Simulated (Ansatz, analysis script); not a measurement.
# Free-standing triangular Mo monolayer, spacing 3.069 Å: E(q) by the generalised Bloch theorem

Aim: the energy of a free-standing triangular Mo monolayer, spacing 3.069 Å as its moments wind into spirals of wavevector q.

Method: PBE, PAW set soft_1, in Ansatz 0.2.0.

This is a report of a sequence of runs, with most program output left out.

### 1. Starting point

The cell holds 1 atom: 1 Mo. Cell: a = 3.069 Å, b = 3.069 Å, c = 14.000 Å, α = 90.0°, β = 90.0°, γ = 120.0°. An idealised lattice of chosen spacing, in vacuum. Vacuum lies along c.

### 2. The collinear state

The work starts on two spin channels, which tell the size of the moments.

File input.yaml:

```yaml
crystal:
  lattice:
    - [3.069, 0.0, 0.0]
    - [-1.5345, 2.657832, 0.0]
    - [0.0, 0.0, 14.0]
  atoms:
    - { symbol: Mo, position: [0.0, 0.0, 0.5], spin: 1.0 }
magnetization:
  spin_polarized: true
kpoints:
  mp_grid: { grid: [7, 7, 1] }
hamiltonian:
  xc: pbe
  pseudopotentials: { kind: paw, azcp: { folder: soft_1 } }
scf:
  occupations: { method: fermi_dirac, width: 0.1 }
  max_iter: 120
  convergence: { dr2_threshold: 1.0e-08 }
  lower_state_search: "off"
output:
  write_density: true
  write_potential: true
  elf: true
  volumetric_format: npy
```

On the command line:

```sh
$ ansatz run input.yaml --threads 4 --pin off --max-ram 8192MiB --backend cpu --events-out ev --progress --plain --runs-dir out
```

Run time: 1 s. Hardware: 4 threads of Arm Neoverse V2, shared host; peak memory 0.3 GiB.

Spin moment in the atom's sphere by atom:

```csv
atom,spin moment in the atom's sphere (μB)
Mo1,1.23
```

The run ends ferromagnetic, with a net moment of 1.66 μB a cell. With one Mo atom carrying the moment, parallel order of its images is forced by the cell, not found.

Spin density in the ca plane at fractional y = 0.000, with atoms of Mo within 0.2 Å of it.

Values in e/Å³, 5 rows by 16 columns, each cell a mean:
```
0.00 0.00 0.00 0.00 0.00 0.01 0.09 0.26 0.28 0.14 0.01 0.00 0.00 0.00 0.00 0.00
0.00 0.00 0.00 0.00 0.00 0.00 0.02 0.05 0.07 0.03 0.01 0.00 0.00 0.00 0.00 0.00
0.00 0.00 0.00 0.00 0.00 0.00 0.01 0.02 0.03 0.01 0.00 0.00 0.00 0.00 0.00 0.00
0.00 0.00 0.00 0.00 0.00 0.01 0.03 0.08 0.11 0.05 0.01 0.00 0.00 0.00 0.00 0.00
0.00 0.00 0.00 0.00 0.00 0.01 0.11 0.38 0.37 0.19 0.02 0.00 0.00 0.00 0.00 0.00
```
Columns run along c (14.0 Å), rows up along a (3.1 Å). Atoms in or near the plane, at fractional coordinates: Mo at (0.50, 0.00).

Valence density in the ca plane at fractional y = 0.000, with atoms of Mo within 0.2 Å of it. It is the smooth field of the valence electrons, not physical close to the nuclei.

Ten steps, logarithmic in the rise over the least value, from '0' (0.0 e/Å³) to '9' (7.0 e/Å³), each cell a mean:
```
0000000000000001258999631000000000000000
0000000000000000135787421000000000000000
0000000000000000123444211000000000000000
0000000000000000122332211000000000000000
0000000000000000122333211000000000000000
0000000000000000124665321000000000000000
0000000000000001247898631000000000000000
0000000000000001258999741000000000000000
```
Columns run along c (14.0 Å), rows up along a (3.1 Å). Atoms in or near the plane, at fractional coordinates: Mo at (0.50, 0.00).

ELF in the ca plane at fractional y = 0.000, with atoms of Mo within 0.2 Å of it. It is the smooth field of the valence electrons, not physical close to the nuclei.

Ten even steps from '0' (0.00) to '9' (0.72), each cell a mean:
```
0000000000000123469989854321000000000000
0000000000000123335897423210000000000000
0000000000000113333343233210000000000000
0000000000000123454444554210000000000000
0000000000000113443333443210000000000000
0000000000000122223564223210000000000000
0000000000000123347999633310000000000000
0000000000000123579869964321000000000000
```
Columns run along c (14.0 Å), rows up along a (3.1 Å). Atoms in or near the plane, at fractional coordinates: Mo at (0.50, 0.00).

### 3. Mesh refined

Levels at the Fermi energy are partly filled, so moments and energy differences can hang on the k-mesh, and the state is solved again on a denser one.

input.yaml, the sections that differ from step 2:

```yaml
crystal:
  lattice:
    - [3.069, 0.0, 0.0]
    - [-1.5345, 2.657832, 0.0]
    - [0.0, 0.0, 14.0]
  atoms:
    - { symbol: Mo, position: [0.0, 0.0, 0.5], spin: 1.23 }
kpoints:
  mp_grid: { grid: [20, 20, 1] }
basis:
  ecutwfc: 420.0
checkpoint:
  read: start
  write: ck
  compress: false
  write_wavefunctions: false
  write_every: 100000
# magnetization, hamiltonian, scf: as in step 2
# output: removed
```

The job ended after 1.3 s (4 threads; peak memory 0.38 GiB; 4.4 s of CPU time).

Spin moment in the atom's sphere by atom:

```csv
atom,spin moment in the atom's sphere (μB)
Mo1,1.06
```

The run ends ferromagnetic, with a net moment of 1.42 μB a cell, against 1.66 μB on the first mesh.

Each spiral starts from these moments, tilted 90° from the rotation axis z (a flat spiral); sizes are free, while the program holds flat spirals in their plane. Spin–orbit coupling is switched off, so the energy does not depend on how the axis lies in the crystal. The folder named start holds the saved collinear state, from which each run begins.

The runs on spinors take the mesh 24×24×1.

### 4. q = (0, 0, 0)

The reference is the same input at q = 0, so that basis and exchange-correlation form match those at other q. Every q is chosen so that q/2 is a mesh vector: every spiral then samples the k-points of q = 0, and much mesh noise cancels.

input.yaml, the sections that differ from step 3:

```yaml
crystal:
  lattice:
    - [3.069, 0.0, 0.0]
    - [-1.5345, 2.657832, 0.0]
    - [0.0, 0.0, 14.0]
  atoms:
    - { symbol: Mo, position: [0.0, 0.0, 0.5], spin: 1.06, spin_axis: [1.0, 0.0, 0.0] }
kpoints:
  mp_grid: { grid: [24, 24, 1] }
magnetization:
  noncollinear: true
  spin_spiral: { q: [0.0, 0.0, 0.0] }
checkpoint:
  read: start
# hamiltonian, scf, basis: as in step 3
```

On the command line:

```sh
$ ansatz run input.yaml --threads 1 --pin off --max-ram 2048MiB --backend cpu --events-out ev --progress --plain --runs-dir out
```

Elapsed: 24 s, on 1 thread; peak memory 0.57 GiB.

The largest moment is 1.05 μB, against 1.06 μB in the collinear run.

### 5. q = (0.083, 0, 0)

Only q changes. The cell stays that of the crystal, since the generalised Bloch theorem carries the rotation from cell to cell.

input.yaml: that of step 4 with these lines changed.

```diff
@@ -21,3 +21,3 @@
   noncollinear: true
-  spin_spiral: { q: [0.0, 0.0, 0.0] }
+  spin_spiral: { q: [0.08333333, 0.0, 0.0] }
 checkpoint:
```

It took 69 s on 1 thread; peak memory 0.93 GiB.

The energy of the cell lies 6.19 meV below that at q = 0, and the largest moment is 1.09 μB against 1.05 μB.

### 6. q = (0.083, 0.083, 0)

input.yaml: that of step 5 with these lines changed.

```diff
@@ -21,3 +21,3 @@
   noncollinear: true
-  spin_spiral: { q: [0.08333333, 0.0, 0.0] }
+  spin_spiral: { q: [0.08333333, 0.08333333, 0.0] }
 checkpoint:
```

Elapsed: 58 s, on 1 thread; peak memory 0.93 GiB.

The energy of the cell lies 18.0 meV below that at q = 0, and the largest moment is 1.16 μB against 1.05 μB.

### 7. q = (0.333, 0, 0)

input.yaml: that of step 6 with these lines changed.

```diff
@@ -21,3 +21,3 @@
   noncollinear: true
-  spin_spiral: { q: [0.08333333, 0.08333333, 0.0] }
+  spin_spiral: { q: [0.33333333, 0.0, 0.0] }
 checkpoint:
```

Wall time 86 s (1 thread); peak memory 0.95 GiB.

The energy of the cell lies 129 meV below that at q = 0, and the largest moment is 2.10 μB against 1.05 μB.

### 8. q = (0.5, 0, 0)

input.yaml: that of step 7 with these lines changed.

```diff
@@ -21,3 +21,3 @@
   noncollinear: true
-  spin_spiral: { q: [0.33333333, 0.0, 0.0] }
+  spin_spiral: { q: [0.5, 0.0, 0.0] }
 checkpoint:
```

It took 89 s on 1 thread; peak memory 0.97 GiB.

The energy of the cell lies 225 meV below that at q = 0, and the largest moment is 2.37 μB against 1.05 μB.

7 more runs differ from these in the same keys alone and are tabled below.

### 9. The spirals together

```csv
q (reciprocal lattice),path length (1/Å),E(q) − E(0) (meV a magnetic atom),|m| Mo no. 1 (μB)
"(0, 0, 0)",0.000,0.00,1.05
"(0.083, 0, 0)",0.197,-6.19,1.09
"(0.167, 0, 0)",0.394,-23.45,1.19
"(0.333, 0, 0)",0.788,-128.83,2.10
"(0.417, 0, 0)",0.985,-200.50,2.31
"(0.5, 0, 0)",1.182,-225.10,2.37
"(0.417, 0.083, 0)",1.379,-227.11,2.38
"(0.417, 0.25, 0)",1.773,-272.46,2.53
"(0.333, 0.333, 0)",1.970,-293.33,2.58
"(0.25, 0.25, 0)",2.311,-220.28,2.43
"(0.167, 0.167, 0)",2.652,-80.91,1.74
"(0.083, 0.083, 0)",2.994,-17.98,1.16
"(0, 0, 0)",3.335,0.00,1.05
```

### 10. Results

| Quantity | Value |
| --- | --- |
| lowest point of the path | q = (0.333, 0.333, 0), -293 meV a magnetic atom from q = 0 |
| highest point | 0 meV a magnetic atom |

**Reading.** The state at q = (0.333, 0.333, 0) lies 293 meV a magnetic atom below the ferromagnetic start, so that start is not the lowest state. The moments change by at most 147 % from their size at q = 0, so they are itinerant and a model of rigid spins is rough. No spin model is given, since the moments change too much along the path. The 12 spiral runs took 18 min of wall time, added up. Energies are free energies at a smearing of 0.1 eV, and with partly filled levels differences shift, at times strongly, as the smearing goes to zero. The cell was taken as built, with atoms unrelaxed. In doubt: the program's search for lower states was switched off, so a lower magnetic state than those reached may exist.

[Logs and program files are shortened in this print: banners, set-up blocks, solver, clock and traceback lines can be left out without a mark of their own.]

[Logs are printed without paths, hosts, clocks, repeated set-up lines and the standing remarks that a program may print on its own settings, such as how far it seeks lower states.]

[Hosts, paths, dates, database ids (printed as entryN), source tags and the programs' standing remarks are cut or masked in the printed files.]
